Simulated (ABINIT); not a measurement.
# A GW chain in ABINIT: Al2O3 (Corundum), part 2 of 2

How does a plane-wave GW calculation on Al2O3 (Corundum) run from the first input to the gap?

ABINIT 10.8.3; PBE and many-body steps on it, plane waves. Known limits of the many-body steps: not at the basis limit.

So far. Step 2 (Ground state): The gap is direct, at Γ. Step 3 (Empty states on the mesh, 4×4×4 mesh, 62 bands): On this mesh the gap is 6.266 eV.

**4. Screening, 4×4×4 mesh, 58 bands, screening to 87.1 eV**

The RPA dielectric matrix is built and inverted for each q.

This step: RPA screening on PBE, plane waves, norm-conserving pseudopotentials.

Input file run.abi:

```
acell 3*1.0 Angstrom
rprim 
  2.380249999995 1.374237978213 4.331866666707
  -2.380249999995 1.374237978213 4.331866666707
  -0.000000000000 -2.748475956495 4.331866666685
ntypat 2
znucl 13 8
natom 10
typat 1 1 1 1 2 2 2 2 2 2
xred 
  0.352160000000 0.352160000000 0.352160000000
  0.147840000000 0.147840000000 0.147840000000
  0.647840000000 0.647840000000 0.647840000000
  0.852160000000 0.852160000000 0.852160000000
  0.556680000000 0.943320000000 0.250000000000
  0.250000000000 0.556680000000 0.943320000000
  0.943320000000 0.250000000000 0.556680000000
  0.443320000000 0.056680000000 0.750000000000
  0.750000000000 0.443320000000 0.056680000000
  0.056680000000 0.750000000000 0.443320000000
pp_dirpath "pseudos"
pseudos "Al.upf, O.upf"
ecut 36
ngkpt 4 4 4
nshiftk 1
shiftk 0 0 0
kptopt 1
chksymbreak 0
istwfk *1
occopt 1
irdwfk 1
optdriver 3
nband 58
ecuteps 3.2
inclvkb 2
awtr 1
symchi 1
indata_prefix "in"
outdata_prefix "out"
tmpdata_prefix "tmp"
```

Command:

```sh
OMP_NUM_THREADS=1 mpirun -n 8 abinit run.abi > log
```

Numbers of over 12 decimals in the logs are rounded to 6 here.

The program printed:

```text
.Version 10.8.3 of ABINIT. v10.8.2 released Aug 2026.

 Symmetries : space group R-3 c (#167); Bravais hR (rhombohedral)
[... echo of the input left out ...]
== DATASET  1 ==================================================================
-   mpi_nproc: 8, omp_nthreads: 1 (-1 if OMP is not activated)

--- !DatasetInfo
iteration_state: {dtset: 1, }
dimensions: {natom: 10, nkpt: 13, mband: 58, nsppol: 1, nspinor: 1, nspden: 1, mpw: 5940, }
cutoff_energies: {ecut:  36.0, pawecutdg:  -1.0, }
electrons: {nelect:   4.80000000E+01, charge:   0.00000000E+00, occopt:   1.00000000E+00, tsmear:   1.00000000E-02, }

 SCREENING: Calculation of the susceptibility and dielectric matrices

 Based on a program developped by R.W. Godby, V. Olevano, G. Onida, and L. Reining.
 Incorporated in ABINIT by V. Olevano, G.-M. Rignanese, and M. Torrent.
.Using double precision arithmetic ; gwpc =  8

[... cell and pseudopotentials left out ...]
--------------------------------------------------------------------------------

 ==== K-mesh for the wavefunctions ====
 Number of points in the irreducible wedge :    13
[... list of points left out ...]
 Together with 12 symmetry operations and time-reversal symmetry
 yields    64 points in the full Brillouin Zone.

 ==== Q-mesh for the screening function ====
 Number of points in the irreducible wedge :    13
[... list of points left out ...]
 Together with 12 symmetry operations and time-reversal symmetry
 yields    64 points in the full Brillouin Zone.

 setmesh: FFT mesh size selected  =    36x   36x   36
          total number of points  =        46656

 vcoul_init : cutoff-mode = AUXILIARY_FUNCTION
 q-points for optical limit:   1
     1)      0.000010    0.000020    0.000030

- screening: taking advantage of time-reversal symmetry
- Maximum band index for partially occupied states nbvw = 24
- Remaining bands to be divided among processors   nbcw = 34
- Number of bands treated by each node ~4

 Number of electrons calculated from density =   48.0000; Expected =   48.0000
 average of density, n =  0.083663
 r_s =    1.4184
 omega_plasma =   27.9012 [eV]

 calculating chi0 at frequencies [eV] :
  1    0.000000E+00    0.000000E+00
  2    0.000000E+00    2.790117E+01

--------------------------------------------------------------------------------
  q-point number  1        q = ( 0.000000, 0.000000, 0.000000) [r.l.u.]
--------------------------------------------------------------------------------
[... chi0 elements left out ...]
 For q-point:  0.000010 0.000020 0.000030
  dielectric constant =   3.0337
  dielectric constant without local fields =   3.1511

  Average fulfillment of the sum rule on Im[epsilon] for q-point    1 :     27.48  [%]
[... wings left out ...]
  q-point number  2        q = ( 0.250000, 0.000000, 0.000000) [r.l.u.]
--------------------------------------------------------------------------------
[... chi0 elements left out ...]
  Average fulfillment of the sum rule on Im[epsilon] for q-point    2 :     44.36  [%]

 [... 11 further q-points ...]
```

The job ended after 57 s (8 MPI ranks of Intel Xeon Platinum 8488C (Sapphire Rapids), shared host; peak memory 3.3 GiB; 7.5 min of CPU time).

Numbers from this step:

```yaml
eps_infinity_with_local_fields_on_this_mesh_along_the_program_s_q_direction: 3.034
the_same_without_local_fields: 3.151
plasma_frequency: 27.90 eV
plane_waves_in_the_screening_matrix: 157
```

Local fields lower ε∞ by 4 %.

**5. Self-energy, 4×4×4 mesh, 58 bands, screening to 87.1 eV**

The self-energy is evaluated for the states that the input lists, and the levels follow from it, in one-shot runs by the linearised quasiparticle equation.

This step: G0W0 on PBE, plane waves, norm-conserving pseudopotentials.

Changes to run.abi since step 4:

```diff
@@ -31,8 +31,15 @@
 irdwfk 1
-optdriver 3
+optdriver 4
 nband 58
+gwcalctyp 0
+ecutsigx 36
+symsigma 1
+nkptgw 1
+kptgw 
+  0.0000000000 0.0000000000 0.0000000000
+bdgw 
+  22 26
 ecuteps 3.2
-inclvkb 2
-awtr 1
-symchi 1
+irdscr 1
+ppmodel 1
 indata_prefix "in"
```

The program printed:

```text
.Version 10.8.3 of ABINIT. v10.8.2 released Aug 2026.

 Symmetries : space group R-3 c (#167); Bravais hR (rhombohedral)
[... echo of the input left out ...]
== DATASET  1 ==================================================================
-   mpi_nproc: 8, omp_nthreads: 1 (-1 if OMP is not activated)

--- !DatasetInfo
iteration_state: {dtset: 1, }
dimensions: {natom: 10, nkpt: 13, mband: 58, nsppol: 1, nspinor: 1, nspden: 1, mpw: 5940, }
cutoff_energies: {ecut:  36.0, pawecutdg:  -1.0, }
electrons: {nelect:   4.80000000E+01, charge:   0.00000000E+00, occopt:   1.00000000E+00, tsmear:   1.00000000E-02, }

 SIGMA: Calculation of the GW corrections

 Based on a program developped by R.W. Godby, V. Olevano, G. Onida, and L. Reining.
 Incorporated in ABINIT by V. Olevano, G.-M. Rignanese, and M. Torrent.
.Using double precision arithmetic ; gwpc =  8

[... cell and pseudopotentials left out ...]
--------------------------------------------------------------------------------

 ==== K-mesh for the wavefunctions ====
 Number of points in the irreducible wedge :    13
[... list of points left out ...]
 Together with 12 symmetry operations and time-reversal symmetry
 yields    64 points in the full Brillouin Zone.

 ==== Q-mesh for screening function ====
 Number of points in the irreducible wedge :    13
[... list of points left out ...]
 Together with 12 symmetry operations and time-reversal symmetry
 yields    64 points in the full Brillouin Zone.

 vcoul_init : cutoff-mode = AUXILIARY_FUNCTION
 q-points for optical limit:   1
     1)      0.000010    0.000020    0.000030
 setmesh: FFT mesh size selected  =    54x   54x   54
          total number of points  =       157464

 Number of electrons calculated from density =   48.0000; Expected =   48.0000
 average of density, n =  0.083663
 r_s =    1.4184
 omega_plasma =   27.9012 [eV]

 === KS Band Gaps ===
  >>>> For spin  1
   Minimum direct gap =   6.2663 [eV], located at k-point      :   0.0000  0.0000  0.0000
   Fundamental gap    =   6.2663 [eV], Top of valence bands at :   0.0000  0.0000  0.0000
                                       Bottom of conduction at :   0.0000  0.0000  0.0000
 SIGMA fundamental parameters:
 PLASMON POLE MODEL  1
 number of plane-waves for SigmaX                 5879
 number of plane-waves for SigmaC and W            157
 number of plane-waves for wavefunctions          5879
 number of bands                                    58
 number of independent spin polarizations            1
 number of spinorial components                      1
 number of k-points in IBZ                          13
 number of q-points in IBZ                          13
 number of symmetry operations                      12
 number of k-points in BZ                           64
 number of q-points in BZ                           64
 number of frequencies for dSigma/dE                 9
 frequency step for dSigma/dE [eV]                0.25
 number of omega for Sigma on real axis              0
 max omega for Sigma on real axis  [eV]           0.00
 zcut for avoiding poles [eV]                     0.10

 EPSILON^-1 parameters (SCR file):
 dimension of the eps^-1 matrix on file            157
 dimension of the eps^-1 matrix used               157
 number of plane-waves for wavefunctions          5879
 number of bands                                    58
 number of q-points in IBZ                          13
 number of frequencies                               2
 number of real frequencies                          1
 number of imag frequencies                          1

 matrix elements of self-energy operator (all in [eV])

 Perturbative Calculation

--- !SelfEnergy_ee
iteration_state: {dtset: 1, }
kpoint     : [   0.000,    0.000,    0.000, ]
spin       : 1
KS_gap     :    6.266
QP_gap     :    8.606
Delta_QP_KS:    2.340
data: !SigmaeeData |
     Band     E0 <VxcDFT>   SigX SigC(E0)      Z dSigC/dE  Sig(E)    E-E0       E
       22   5.137 -20.467 -25.963   4.724   0.819  -0.221 -21.099  -0.632   4.505
       23   5.137 -20.467 -25.963   4.724   0.819  -0.221 -21.099  -0.632   4.505
       24   5.182 -20.398 -25.833   4.713   0.819  -0.221 -20.989  -0.591   4.590
       25  11.448 -13.779  -8.892  -2.857   0.861  -0.161 -12.031   1.748  13.196
       26  14.369 -11.424  -6.101  -3.105   0.868  -0.152  -9.499   1.924  16.293

== END DATASET(S) ==============================================================
================================================================================

 -outvars: echo values of variables after computation  --------
           etotal      0.0000000000E+00
            nband          58
             nkpt          13
          spgroup         167
 [... the other variables as echoed above ...]

 Calculation completed.
```

Elapsed: 4.1 s, on 8 MPI ranks; peak memory 2.1 GiB.

Numbers from this step:

| Property | Result |
| --- | --- |
| G0W0 gap on the points computed | 8.606 eV |
| starting gap on the mesh | 6.266 eV |
| k of the valence top | 0, 0, 0 |
| k of the conduction bottom | 0, 0, 0 |
| Z at the valence top | 0.819 |
| Z at the conduction bottom | 0.861 |
| least direct G0W0 gap on the computed points | 8.606 eV |

The gap on the mesh goes from 6.27 eV to 8.61 eV, a correction of +2.34 eV.

Limits: finite bands, cutoff and mesh. v1 is the top filled band, c1 the lowest empty one. The levels before and after the correction (eV, zero at the valence-band top of each column):

|  | conduction bottom | valence top |
| --- | --- | --- |
| Kohn-Sham | 6.27 | 0.00 |
| G0W0 | 8.61 | 0.00 |

|  | level | energy (eV) |
| --- | --- | --- |
| Kohn-Sham | Γ v3-v2 | -0.045 |
| Kohn-Sham | Γ v1 | 0.000 |
| Kohn-Sham | Γ c1 | 6.266 |
| Kohn-Sham | Γ c2 | 9.188 |
| G0W0 | Γ v3-v2 | -0.085 |
| G0W0 | Γ v1 | 0.000 |
| G0W0 | Γ c1 | 8.606 |
| G0W0 | Γ c2 | 11.703 |

**6. Where the time went**

Times are wall times on 8 MPI ranks of Intel Xeon Platinum 8488C (Sapphire Rapids), shared host, good to a factor of about two.

| step | time | share | memory (GiB) |
| --- | --- | --- | --- |
| ground state | 52 s | 35 % | 0.9 |
| empty states on the mesh | 35 s | 24 % | 0.72 |
| screening | 57 s | 38 % | 3.3 |
| self-energy | 4.1 s | 3 % | 2.1 |

**7. Outcome**

```yaml
pbe_gap: 6.27 eV, direct
g0w0_gap_on_the_mesh: 8.61 eV
gw_settings: 4×4×4 mesh, 58 bands, screening to 87.1 eV, Godby-Needs plasmon pole
known_limits: not at the basis limit
```

**Reading.** G0W0 moves the gap on the mesh from 6.27 eV to 8.61 eV (+2.34 eV), with Z of 0.82 and 0.86 at the edges. Local fields lower the RPA ε∞ on this mesh from 3.15 to 3.03. Only 1 of the mesh's irreducible points was corrected, so a valley elsewhere could overtake. Against experiment, by G0W0@PBE: the gap of 8.61 eV lies −0.09 eV from the measured 8.7 eV (optical, quoted 2018). An exciton line or allowed optical edge lies below the quasiparticle gap by the binding energy; a forbidden edge can push the onset above it. The calculation has static nuclei and no excitons; a measured gap holds zero-point and thermal motion, which mostly lowers it. Bands and cutoff are finite, so the gap is not at the basis limit. The miss can reach some tenths of an eV and take either sign; the mesh is an error of its own. In the G0W0 run levels were corrected at 1 k point alone, so a gap called «on the mesh» is the least over those, and an edge elsewhere would be missed.

[Paths, hosts, dates, memory and timing lines, banners, echoed tables and standing remarks are left out of the program output.]

[Logs are printed without paths, hosts, clocks, repeated set-up lines and the standing remarks that a program may print on its own settings, such as how far it seeks lower states.]

[Runs of the session that timed out or met a known fault of the program may be left out.]

[Hosts, paths, dates, database ids (printed as entryN), source tags and the programs' standing remarks are cut or masked in the printed files.]

[G0W0 gaps are taken among the corrected bands and points alone; a level outside them can change the order at an edge.]

[Where Ansatz stands beside ABINIT at settings called matched, ABINIT's density can come from a denser mesh and the files from another edition; pairs whose starting gaps differed by over 0.03 eV were left out, so agreement reads better than it is.]
